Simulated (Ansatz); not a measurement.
# BaC2 (I4/mmm): from the cell to its phonons, part 3 of 3

How does BaC2 (I4/mmm) vibrate, and is this structure a minimum?

Ansatz 0.2.0; DFT PBEsol, scalar-relativistic, plane waves, PAW.

So far. Step 3 (Relaxing to small forces for the phonons): The largest force component left is 0.66 meV/Å and the pressure is -0.003 GPa, within the tolerances set. The cell now holds 22.24 Å³/atom. Step 4 (Zone-centre response): Before it was imposed, the acoustic sum rule was missed by 1.1e-4 eV/Å² and the charge sum rule by 3.7e-4 e. Small misses are needed for a sound result but don't prove that mesh and cutoff are converged. The relaxed cell has a = 4.314, c = 7.170 Å (conventional setting).

**5. Response at finite wavevector**

Stability and thermal properties need the whole zone. Linear response on a 4×4×4 q mesh gives force constants as far as a supercell of that size would, and the tensors from the zone-centre run are typed in so that the long-range dipole term is interpolated apart.

The input, input.yaml:

```yaml
crystal:
  lattice:
    - [-2.156814665, 2.156814665, 3.5849101588]
    - [2.156814665, -2.156814665, 3.5849101588]
    - [2.156814665, 2.156814665, -3.5849101588]
  atoms:
    - { symbol: Ba, position: [0.0, 0.0, 0.0] }
    - { symbol: C, position: [0.5879851561, 0.5879851561, 0.0] }
    - { symbol: C, position: [0.4120148439, 0.4120148439, 0.0] }
kpoints:
  mp_grid: { grid: [8, 8, 8] }
hamiltonian:
  xc: pbesol
scf:
  occupations: { method: fixed }
output:
  eigenvalues: true
phonons:
  method: dfpt
  qmesh: [4, 4, 4]
  temperatures: { t_max: 1000, t_step: 50 }
  qpath:
    path:
      - [[0.0, 0.0, 0.0], [0.0, 0.0, 0.5], [0.25, 0.25, 0.25], [0.0, 0.5, 0.0], [0.0, 0.0, 0.0], [0.5, 0.5, -0.5], [0.34049178, 0.65950822, -0.34049178]]
      - [[-0.34049178, 0.34049178, 0.34049178], [0.0, 0.0, 0.0]]
      - [[0.0, 0.0, 0.5], [-0.18098355, 0.18098355, 0.5]]
      - [[0.5, 0.5, -0.18098355], [0.5, 0.5, -0.5]]
    npoints: 10
  non_analytic_term:
    high_frequency_dielectric_tensor: [[3.429, 0.0, 0.0], [0.0, 3.429, 0.0], [0.0, 0.0, 3.9764]]
    born_effective_charges:
      - { species: Ba, tensor: [[2.5549, 0.0, 0.0], [0.0, 2.5549, 0.0], [0.0, 0.0, 2.467]] }
      - { species: C, tensor: [[-1.2775, 0.0, 0.0], [0.0, -1.2775, 0.0], [0.0, 0.0, -1.2335]] }
      - { species: C, tensor: [[-1.2775, 0.0, 0.0], [0.0, -1.2775, 0.0], [0.0, 0.0, -1.2335]] }
    source: "zone-centre run at this cell"
```

Launch:

```console
> ansatz run input.yaml --threads 4 --pin off --max-ram 7168MiB --backend cpu --events-out ev --progress --plain --runs-dir out
```

Numbers of over 12 decimals in the logs are rounded to 6 here.

The program printed:

```text
Warning: phonons: the dynamical matrix that this run interpolates holds no multipole term above the dipole-dipole one, and a site of this crystal is no centre of inversion, so its interpolated transverse optical and acoustic branches and sound speeds can stay off near Gamma, and the density of states and the thermodynamics with them. What a run solves at a wave vector of phonons.qpoints, Gamma apart, where the deck admits one, is free of this, and under fd what a larger phonons.supercell samples
[...]
Crystal: 3 atoms, lattice volume = 66.706 Å³
Basis set: ecut = 420 eV, 1275 PW (Γ), exchange–correlation on 64×64×64 points (8 copies of the dense FFT grid, shifted against one another)
Bands: 13, of which v1, the nominal top of the filled ones, is band 9 counted from 1 (8 counted from 0)
Symmetry: 16 space group operations
k-points: 59 of 512
[...]
SCF iter   1: F=—  HF=-6355.510512 eV  |F-HF|=—  |Δ(HF+E_count)|=         —  Δρ=4.20e-3  dr2=1.42e-2  ethr=1.77e-3  ⟨swp⟩=4.5  Hψ=4375  notcnv=0  defer=97
[...]
SCF iter   9: F=-6355.507959 eV  HF=-6355.507959 eV  |F-HF|=5.46e-12  |Δ(HF+E_count)|=  3.64e-12  Δρ=1.88e-8  dr2=3.04e-13  ethr=1.00e-12  ⟨swp⟩=8.8  Hψ=5589  notcnv=0
SCF 1 converged in 9 iterations: F = -6355.507959 eV  dr2 = 3.04e-13
[...]
DFPT response loops at q = (0, 0, 0) (fractional): preconditioner auto → none (the input reference at scf.mixing.eps_inf says where Resta's filter doesn't serve); β = 0.50; Broyden in place of MSR1
[...]
SCF converged after 9 iterations
Free energy (F): -6355.507959 eV
[...]
Internal energy: -6355.507959 eV  (E = F + TS)
E sigma→0 (E₀):  -6355.507959 eV
Fermi energy:    5.034914 eV
[...]
--- Band table (eV; the first three rows and the last of 59) ---
  k-point 0: bands = [... 5 lower, 2.4783, 3.2401, 4.1396, 4.1396, 8.2061, 8.2061, 8.8140, 9.9663]
  k-point 1: bands = [... 5 lower, 2.4158, 3.1588, 3.8747, 4.1028, 7.8130, 8.7431, 9.3337, 10.4286]
  k-point 2: bands = [... 5 lower, 2.3400, 3.0214, 3.9129, 4.0790, 7.1145, 10.1144, 10.6689, 11.0176]
  k-point 58: bands = [... 5 lower, 2.1287, 4.0141, 4.0141, 4.7919, 7.7002, 11.2734, 11.4867, 11.4867]
--- Phonons (Γ-DFPT): 4 representative perturbations + reference (Σ response iterations 12) ---
  ASR residual: 1.193e-5 → 0.000e0 eV/Å²; symmetrization residual: 1.009e-6 eV/Å²
  ASR residual per site (eV/Å²): 1.19e-5 7.64e-6 7.64e-6
  Γ frequencies (cm⁻¹): 0.00 0.00 0.00 151.39 151.39 157.96 157.96 186.08 1852.38
--- Phonons (arbitrary-q DFPT): 13 irreducible q on the 4×4×4 mesh ---
  q = [0.0000, 0.0000, 0.0000] (star 1, of the zone-centre solve; hermiticity 2.64e-8, symmetrization 5.26e-16): -0.00 0.00 0.00 151.39 151.39 157.96 157.96 186.08 1852.38
  q = [0.0000, 0.0000, 0.2500] (star 4, 4 solved perturbations in 904 linear systems a pass and spin channel, the states on 288 of 512 k-point pairs; hermiticity 2.72e-6, symmetrization 1.36e-6): -70.07 52.51 80.29 96.96 165.01 182.12 189.97 269.79 1853.26
[...]
q = [0.0000, 0.2500, 0.0000] (star 8, 6 solved perturbations on 288 of 512 k-point pairs; hermiticity 2.18e-8, symmetrization 7.39e-10): 33.69 41.60 67.48 87.49 142.92 185.46 192.96 294.28 1852.79
[...]
sum rule: each row above includes the acoustic sum rule's correction from the zone centre's row sums; it moved no ω² by more than (0.42 cm⁻¹)²
  mesh force constants: q→R imaginary residual 1.41e-19; ASR residual 1.193e-5 → 0.000e0 eV/Å²; symmetrization residual 2.665e-15 eV/Å²
  interpolated dispersion: 95 rows × 9 modes
  density of states and harmonic sums: on the 20×20×20 q-mesh, interpolated from the force constants of a 4×4×4 supercell (with the dipole–dipole term of supplied tensors)
  largest difference from the sums on the solved wave vectors: F 2.12e-2 eV, S 3.01e-5 and C_V 9.10e-6 eV/K
  zero-point energy: 0.175989 eV/cell   skipped modes (ω ≤ 0): 907, of them read as no rigid motion or as one in doubt: 904 (1.400e0 modes/cell left out, lowest -147.10 cm⁻¹)   left out of the sums: 1.56e-1 of the cell's modes: C_V's classical limit lies that fraction below 3 k_B per atom; for a crystal, a wire or a layer, F and S can be off by more, and a phonons.interpolated_qmesh denser along its periods is the remedy for the sampling
```

It took 4.1 min on 4 threads of Arm Neoverse V2, shared host; peak memory 1.4 GiB.

This step gave:

```
sum-rule residual before enforcement                    : 1.19e-5 eV/Å²
lowest frequency on the path                            : -147.1 cm⁻¹
highest frequency on the path or at a solved wavevector : 1856 cm⁻¹
lowest mode on the q mesh (acoustic modes at Γ apart)   : -147.1 cm⁻¹
```

Frequencies (cm⁻¹) solved at each irreducible wavevector; negative means imaginary. Frequencies by wavevector, by row:

| q in reciprocal lattice units | star | mode 1 | mode 2 | mode 3 | mode 4 | mode 5 | mode 6 | mode 7 | mode 8 | mode 9 |
| --- | --- | --- | --- | --- | --- | --- | --- | --- | --- | --- |
| 0 0 0 | 1 | 0 | 0 | 0 | 151.4 | 151.4 | 158 | 158 | 186.1 | 1852 |
| 0 0 0.25 | 4 | -70.1 | 52.5 | 80.3 | 97 | 165 | 182.1 | 190 | 269.8 | 1853 |
| 0 0 -0.5 | 2 | -147.1 | 48.1 | 72.1 | 98.3 | 165.8 | 190.1 | 208.6 | 221.8 | 1854 |
| 0 0.25 0 | 8 | 33.7 | 41.6 | 67.5 | 87.5 | 142.9 | 185.5 | 193 | 294.3 | 1853 |
| 0 0.25 0.25 | 16 | -114.1 | 67.6 | 74.7 | 97.6 | 145.6 | 197.6 | 210 | 249.6 | 1854 |
| 0 -0.5 0 | 4 | -66.8 | -55.8 | 64.9 | 89.3 | 162 | 199.6 | 207 | 280.7 | 1853 |
| 0 -0.5 0.25 | 8 | -86.6 | -60.5 | 79.5 | 80.8 | 127 | 203.8 | 206.9 | 269 | 1853 |
| 0.25 0.25 0.25 | 2 | -79.9 | -79.9 | 90.4 | 98.5 | 98.5 | 220.5 | 220.5 | 230.4 | 1853 |
| 0.25 0.25 -0.25 | 2 | -93.8 | -93.8 | 51.6 | 51.6 | 106.5 | 189.6 | 189.6 | 263.3 | 1853 |
| 0.25 -0.5 -0.5 | 8 | -96.7 | -94.1 | 58.6 | 83.5 | 125.5 | 195.6 | 201.5 | 242.7 | 1855 |
| 0.25 -0.25 0.25 | 4 | -63 | 64.6 | 68.2 | 115.3 | 134.8 | 192.1 | 195.5 | 265.5 | 1854 |
| 0.25 -0.25 -0.5 | 4 | -133.5 | 12.9 | 79.9 | 91 | 144 | 196.5 | 209 | 214.7 | 1855 |
| -0.5 -0.5 -0.5 | 1 | -116.8 | -116.8 | 49.1 | 49.1 | 99.2 | 190.9 | 190.9 | 195.9 | 1856 |

Interpolated from a 4×4×4 q mesh, with the LO-TO term (at Γ the limit along the path; where Γ stands inside the path, tables give the limit on arrival). The phonon branches at the labelled points (cm⁻¹):

| point | branch 1 | branch 2 | branch 3 | branch 4 | branch 5 | branch 6 | branch 7 | branch 8 | branch 9 |
| --- | --- | --- | --- | --- | --- | --- | --- | --- | --- |
| Γ | 0 | 0 | 0 | 151 | 151 | 158 | 186 | 306 | 1852 |
| halfway | -70 | 52 | 80 | 97 | 165 | 182 | 190 | 270 | 1853 |
| X | -147 | 48 | 72 | 98 | 166 | 190 | 209 | 222 | 1854 |
| halfway | -136 | 65 | 75 | 98 | 134 | 210 | 215 | 222 | 1854 |
| P | -80 | -80 | 90 | 98 | 98 | 220 | 220 | 230 | 1853 |
| halfway | -69 | -64 | 82 | 82 | 134 | 209 | 213 | 262 | 1853 |
| N | -67 | -56 | 65 | 89 | 162 | 200 | 207 | 281 | 1853 |
| halfway | 34 | 42 | 68 | 88 | 143 | 186 | 193 | 294 | 1853 |
| Γ | 0 | 0 | 0 | 151 | 151 | 158 | 179 | 304 | 1852 |
| halfway | -94 | -94 | 52 | 52 | 106 | 190 | 190 | 263 | 1853 |
| M | -117 | -117 | 49 | 49 | 99 | 191 | 191 | 196 | 1856 |
| halfway | -107 | -104 | 54 | 71 | 104 | 191 | 196 | 208 | 1856 |
| S | -87 | -66 | 63 | 104 | 118 | 193 | 195 | 238 | 1855 |
| jump to S0 | -87 | -66 | 63 | 104 | 118 | 193 | 195 | 238 | 1855 |
| halfway | -41 | 58 | 96 | 114 | 148 | 181 | 196 | 288 | 1853 |
| Γ | 0 | 0 | 0 | 151 | 151 | 158 | 186 | 306 | 1852 |
| jump to X | -147 | 48 | 72 | 98 | 166 | 190 | 209 | 222 | 1854 |
| halfway | -145 | 48 | 81 | 96 | 181 | 188 | 202 | 221 | 1854 |
| R | -140 | 42 | 89 | 91 | 169 | 198 | 206 | 216 | 1855 |
| jump to G′ | -140 | 42 | 89 | 91 | 169 | 198 | 206 | 216 | 1855 |
| halfway | -124 | -69 | 66 | 78 | 115 | 196 | 200 | 210 | 1856 |
| M | -117 | -117 | 49 | 49 | 99 | 191 | 191 | 196 | 1856 |

The phonon branches as a text plot (rows in cm⁻¹; labels by their first letter):

```
   1814 |********************************************************
   1731 |
   1647 |
   1564 |
   1480 |
   1397 |
   1314 |
   1230 |
   1147 |
   1063 |
    980 |
    896 |
    813 |
    729 |
    646 |
    562 |
    479 |
    395 |
    312 |****             *************           ******
    228 |************************      **************************
    145 |************  *******************   *******************
     62 |************************** *****************************
    -22 |****        *   *******   ***          * ******    **
   -105 |    ****************         ************      *********
         Γ       X   P      N      Γ       M  S|S      Γ|XR|G   M
```

The phonon density of states has structure finer than the step of the table below, so its rows give means over 50 cm⁻¹, whole bins alone (the curve runs from -150 to 1870 cm⁻¹). Peaks (cm⁻¹: height): -70.0: 0.0137, 70.0: 0.0485, 190.0: 0.0541, 1850.0: 0.05.

Tetrahedra on a 20×20×20 mesh, mean over bins of 20 cm-1. Interpolated from a 4×4×4 q mesh. Table of phonon density of states by wavenumber; means over each step:

| wavenumber (cm⁻¹) | phonon density of states (1/cm⁻¹/cell) |
| --- | --- |
| -100 | 0.0125 |
| -50 | 0.0103 |
| 0 | 0.00454 |
| 50 | 0.0240 |
| 100 | 0.0296 |
| 150 | 0.0187 |
| 200 | 0.0373 |
| 250 | 0.0144 |
| 300 | 0.00556 |
| 350 | 3.2e-5 |
| 400 | 0 |

The partial phonon density of states has structure finer than the step of the table below, so its rows give means over 100 cm⁻¹, whole bins alone (the curve runs from -156 to 1922 cm⁻¹). Peaks (cm⁻¹: height): Ba 78.9: 0.0354; C -104.1: 0.0116, 196.5: 0.0455, 1856.4: 0.0264.

Phonopy on the run's constants, 15x15x19 mesh, Gaussian sigma 14.8 cm-1. Interpolated from a 4×4×4 q mesh. The partial phonon density of states by wavenumber; means over each step; values in 1/cm⁻¹/cell:

| wavenumber (cm⁻¹) | Ba | C |
| --- | --- | --- |
| -100 | 0.00139 | 0.00928 |
| 0 | 0.00492 | 0.00308 |
| 100 | 0.0215 | 0.00623 |
| 200 | 0.00190 | 0.0252 |
| 300 | 2.4e-4 | 0.00592 |
| 400 | 0 | 5.1e-7 |
| 500 | 0 | 0 |
| 600 | 0 | 0 |
| 700 | 0 | 0 |
| 800 | 0 | 0 |
| 900 | 0 | 0 |
| 1000 | 0 | 0 |
| 1100 | 0 | 0 |
| 1200 | 0 | 0 |
| 1300 | 0 | 0 |
| 1400 | 0 | 0 |
| 1500 | 0 | 0 |
| 1600 | 0 | 0 |
| 1700 | 0 | 0 |
| 1800 | 0 | 0.00416 |

Symmetry leaves 13 wavevectors to solve. The lowest mode among them, the acoustic zeros apart, lies at q = (0, 0, -0.5) and is imaginary, 147.1i cm⁻¹, so the energy falls along it.

**6. Another isotope, element Ba, natural mass 137.327 amu**

An isotope changes the mass and not the force constants, so no new electronic calculation is needed; the shifts show which modes move this element.

The same force constants with the mass of Ba changed from 137.327 to 133.905 u (phonopy, no LO-TO term). Both lists are sorted by frequency; levels can cross, so a row need not hold one and the same mode. Modes under 3 cm⁻¹ are left out. Isotope shifts, by row:

| q | rank | natural mass (cm⁻¹) | changed mass (cm⁻¹) |
| --- | --- | --- | --- |
| 0 0 0 | 4 | 151.4 | 151.4 |
| 0 0 0 | 5 | 151.4 | 151.4 |
| 0 0 0 | 6 | 158 | 158.3 |
| 0 0 0 | 7 | 158 | 158.3 |
| 0 0 0 | 8 | 186.1 | 186.4 |
| 0 0 0 | 9 | 1852 | 1852 |
| 0 0 0.25 | 1 | -70.07 | -70.41 |
| 0 0 0.25 | 2 | 52.51 | 53.1 |
| 0 0 0.25 | 3 | 80.29 | 80.78 |
| 0 0 0.25 | 4 | 96.96 | 98.13 |
| 0 0 0.25 | 5 | 165 | 165.3 |
| 0 0 0.25 | 6 | 182.1 | 182.1 |
| 0 0 0.25 | 7 | 190 | 190.3 |
| 0 0 0.25 | 8 | 269.8 | 270 |
| 0 0 0.25 | 9 | 1853 | 1853 |
| 0 0 -0.5 | 1 | -147.1 | -147.1 |
| 0 0 -0.5 | 2 | 48.15 | 48.67 |
| 0 0 -0.5 | 3 | 72.13 | 72.94 |
| 0 0 -0.5 | 4 | 98.31 | 99.55 |
| 0 0 -0.5 | 5 | 165.8 | 166.1 |
| 0 0 -0.5 | 6 | 190.1 | 190.5 |
| 0 0 -0.5 | 7 | 208.6 | 208.6 |
| 0 0 -0.5 | 8 | 221.8 | 221.8 |
| 0 0 -0.5 | 9 | 1854 | 1854 |
| 0 0.25 0 | 1 | 33.69 | 34 |
| 0 0.25 0 | 2 | 41.6 | 42.02 |
| 0 0.25 0 | 3 | 67.48 | 68.23 |
| 0 0.25 0 | 4 | 87.49 | 87.68 |
| 0 0.25 0 | 5 | 142.9 | 143.4 |
| 0 0.25 0 | 6 | 185.5 | 185.6 |
| 0 0.25 0 | 7 | 193 | 193.1 |
| 0 0.25 0 | 8 | 294.3 | 294.6 |
| 0 0.25 0 | 9 | 1853 | 1853 |

A mode of this element alone would shift by +1.27 %. The highest zone-centre frequency without the field goes from 1852.4 to 1852.4 cm⁻¹ (+0.0 %). The product of the frequency ratios over all optical modes at Γ is 1.006; the product rule, (m/m′)^(3k/2) (M′/M)^(3/2) with k = 1 such atoms and M the mass of the cell, gives 1.006.

**7. Isotope substitution, element C, natural mass 12.011 amu**

The same for C, from 12.01 to 13.00 u.

The same force constants with the mass of C changed from 12.011 to 13.003 u (phonopy, no LO-TO term). Both lists are sorted by frequency; levels can cross, so a row need not hold one and the same mode. Modes under 3 cm⁻¹ are left out. Isotope shifts, by row:

| q | rank | natural mass (cm⁻¹) | changed mass (cm⁻¹) |
| --- | --- | --- | --- |
| 0 0 0 | 4 | 151.4 | 145.5 |
| 0 0 0 | 5 | 151.4 | 145.5 |
| 0 0 0 | 6 | 158 | 152.8 |
| 0 0 0 | 7 | 158 | 152.8 |
| 0 0 0 | 8 | 186.1 | 179.9 |
| 0 0 0 | 9 | 1852 | 1780 |
| 0 0 0.25 | 1 | -70.07 | -68.38 |
| 0 0 0.25 | 2 | 52.51 | 52.26 |
| 0 0 0.25 | 3 | 80.29 | 78.64 |
| 0 0 0.25 | 4 | 96.96 | 96.76 |
| 0 0 0.25 | 5 | 165 | 159.4 |
| 0 0 0.25 | 6 | 182.1 | 175 |
| 0 0 0.25 | 7 | 190 | 183.6 |
| 0 0 0.25 | 8 | 269.8 | 259.8 |
| 0 0 0.25 | 9 | 1853 | 1781 |
| 0 0 -0.5 | 1 | -147.1 | -141.4 |
| 0 0 -0.5 | 2 | 48.15 | 47.86 |
| 0 0 -0.5 | 3 | 72.13 | 71.8 |
| 0 0 -0.5 | 4 | 98.31 | 98.28 |
| 0 0 -0.5 | 5 | 165.8 | 160.1 |
| 0 0 -0.5 | 6 | 190.1 | 183.8 |
| 0 0 -0.5 | 7 | 208.6 | 200.5 |
| 0 0 -0.5 | 8 | 221.8 | 213.2 |
| 0 0 -0.5 | 9 | 1854 | 1782 |
| 0 0.25 0 | 1 | 33.69 | 33.31 |
| 0 0.25 0 | 2 | 41.6 | 41.24 |
| 0 0.25 0 | 3 | 67.48 | 67.13 |
| 0 0.25 0 | 4 | 87.49 | 84.68 |
| 0 0.25 0 | 5 | 142.9 | 138.7 |
| 0 0.25 0 | 6 | 185.5 | 178.5 |
| 0 0.25 0 | 7 | 193 | 185.9 |
| 0 0.25 0 | 8 | 294.3 | 284 |
| 0 0.25 0 | 9 | 1853 | 1781 |

A mode of this element alone would shift by -3.89 %. The highest zone-centre frequency without the field goes from 1852.4 to 1780.3 cm⁻¹ (-3.9 %). The product of the frequency ratios over all optical modes at Γ is 0.803; the product rule, (m/m′)^(3k/2) (M′/M)^(3/2) with k = 2 such atoms and M the mass of the cell, gives 0.803.

**8. Outcome**

```json
{
  "space group after relaxation (within 0.01 Å)": "I4/mmm",
  "volume per atom": "22.2 Å³",
  "gap on the k-mesh": "1.37 eV",
  "highest optical mode at the zone centre (no LO-TO term)": "1852 cm⁻¹",
  "top of the zone-centre spectrum with the field": "1852 cm⁻¹",
  "lowest optical zone-centre mode": "151 cm⁻¹",
  "mean high-frequency dielectric constant": "3.61",
  "mean static dielectric constant": "12.0",
  "largest Born charge (third of the trace)": "2.53 e",
  "lowest mode on the q mesh (acoustic modes at Γ apart)": "-147 cm⁻¹",
  "highest frequency on the path or at a solved wavevector": "1856 cm⁻¹",
  "imaginary modes on the 4×4×4 q mesh": "yes"
}
```

In words: Modes are clearly imaginary (beyond 10i cm⁻¹) at 11 of the 13 irreducible wavevectors, most at q = (0, 0, -0.5) (147.1i cm⁻¹), so this structure is not a minimum of the energy. Without the field, the optical modes at Γ span 151 to 1852 cm⁻¹. The highest mode in this list at Γ, 1852.4 cm⁻¹, is mostly motion of C (100 % of the kinetic energy). The macroscopic field leaves the top of the zone-centre spectrum where it is. Lattice motion raises the mean dielectric constant from 3.611 to 12.02. The strongest infrared line is at 158 cm⁻¹. Averaged over orientations, the strongest Raman line at 532 nm and 300 K is at 1852 cm⁻¹. The tensors are the static, non-resonant ones, while 532 nm light (2.33 eV) lies above the computed gap. The program warns that the interpolation holds no quadrupole term, so branches close to Γ can be off in this crystal. Spin-orbit coupling is left out, which can matter for the heavy elements here. These are harmonic frequencies at zero temperature: anharmonic shifts, linewidths and thermal expansion are left out.

[Logs are printed without paths, hosts, clocks, repeated set-up lines and the standing remarks that a program may print on its own settings, such as how far it seeks lower states.]

[Hosts, paths, dates, database ids (printed as entryN), source tags and the programs' standing remarks are cut or masked in the printed files.]
